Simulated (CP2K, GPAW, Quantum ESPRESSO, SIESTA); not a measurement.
# What went wrong? CP2K on C(110) slab, H on the bottom face (210 atoms)

Program: CP2K 2026.2, a calculation on a cell of 180 C and 30 H, with vacuum.

input.inp

```
&GLOBAL
  PROJECT cell
  RUN_TYPE ENERGY_FORCE
  PRINT_LEVEL LOW
&END GLOBAL
&FORCE_EVAL
  METHOD QS
  &DFT
    BASIS_SET_FILE_NAME BASIS_MOLOPT
    POTENTIAL_FILE_NAME GTH_POTENTIALS
    &MGRID
      CUTOFF 450
      REL_CUTOFF 50
    
    &QS
      EPS_DEFAULT 1.0E-12
    &END QS
    &SCF
      SCF_GUESS ATOMIC
      EPS_SCF 1.0E-06
      MAX_SCF 60
      ADDED_MOS 90
      &DIAGONALIZATION
        ALGORITHM STANDARD
      &END DIAGONALIZATION
      &SMEAR ON
        METHOD FERMI_DIRAC
        ELECTRONIC_TEMPERATURE [K] 580
      &END SMEAR
      &MIXING
        METHOD BROYDEN_MIXING
        ALPHA 0.15
        NBROYDEN 8
      &END MIXING
      &PRINT
        &RESTART OFF
        &END RESTART
      &END PRINT
    &END SCF
    &XC
      &XC_FUNCTIONAL PBE
      &END XC_FUNCTIONAL
    &END XC
    &PRINT
      &MULLIKEN ON
      &END MULLIKEN
      &HIRSHFELD ON
        SHAPE_FUNCTION DENSITY
      &END HIRSHFELD
      &MO ON
        EIGENVALUES T
        OCCUPATION_NUMBERS T
        MO_INDEX_RANGE 364 387
        &EACH
          QS_SCF 0
        &END EACH
        ADD_LAST NUMERIC
      &END MO
    &END PRINT
  &END DFT
  &SUBSYS
    &CELL
      A 12.61125 0.00000 0.00000
      B 0.00000 10.70100 0.00000
      C 0.00000 0.00000 19.19561
    &END CELL
    &TOPOLOGY
      COORD_FILE_NAME structure.xyz
      COORD_FILE_FORMAT XYZ
    &END TOPOLOGY
    &KIND C
      BASIS_SET DZVP-MOLOPT-SR-GTH-q4
      POTENTIAL GTH-PBE-q4
    &END KIND
    &KIND H
      BASIS_SET DZVP-MOLOPT-SR-GTH-q1
      POTENTIAL GTH-PBE-q1
    &END KIND
  &END SUBSYS
  &PRINT
    &FORCES ON
    &END FORCES
  &END PRINT
&END FORCE_EVAL
```

structure.xyz

```xyz
210

C 11.35605 1.77037 6.88508
C 12.60633 0.91130 6.88662
C 0.02737 10.69822 8.14470
C 11.33777 2.71987 8.15276
C 11.34104 1.81938 9.43771
C 12.53167 0.94458 9.41218
C 0.04969 0.01316 10.65721
C 11.38127 2.61789 10.65894
C 11.29438 1.77005 11.88918
C 0.01526 0.92735 11.98401
[... 196 atom lines left out ...]
H 6.32303 9.54561 6.00055
H 7.60219 7.42339 6.02205
H 8.83847 9.56734 6.01341
H 10.07008 7.42585 6.00208
```

The run is started by

```console
$ OMP_NUM_THREADS=1 mpirun -np 4 cp2k.psmp -i input.inp > output.txt
```

The log of the run:

```text
Possible matches for unknown subsection
 QS
   keyword NGRIDS in section %__ROOT__%FORCE_EVAL%DFT%MGRID score:  105
   keyword NGRIDS in section %__ROOT__%FORCE_EVAL%PROPERTIES%TDDFPT%MGRID score:  105
   keyword NGRIDS in section %__ROOT__%FORCE_EVAL%PROPERTIES%RIXS%TDDFPT%MGRID score:  105
   keyword CUTOFF in section %__ROOT__%FORCE_EVAL%DFT%MGRID score:  104
   subsection RS_GRID in section %__ROOT__%FORCE_EVAL%DFT%MGRID score:  104
 *   ___                                                                       *
 *  /   \                                                                      *
 * [ABORT]                                                                     *
 *  \___/                 unknown subsection QS of section MGRID               *
 *    |                                                                        *
 *  O/|                                                                        *
 * /| |                                                                        *
```

Run time: 0.77 s. Hardware: 4 MPI ranks of Arm Neoverse V2, shared host; peak memory 0.56 GiB.

Banners, paths, timers and routine set-up lines are dropped from the logs unmarked, and long logs keep their key lines alone; longer cuts are marked.

Q: Find the fault and mend it.

A section left open: &END MGRID left out. Mend: put back the line &END MGRID.

The program stopped at the start.

[Also dropped from logs without a mark: logging warnings of Python, and SIESTA's first energy breakdown and zero terms.]

[Logs are printed without paths, hosts, clocks, repeated set-up lines and the standing remarks that a program may print on its own settings, such as how far it seeks lower states.]

[Hosts, paths, dates, database ids (printed as entryN), source tags and the programs' standing remarks are cut or masked in the printed files.]
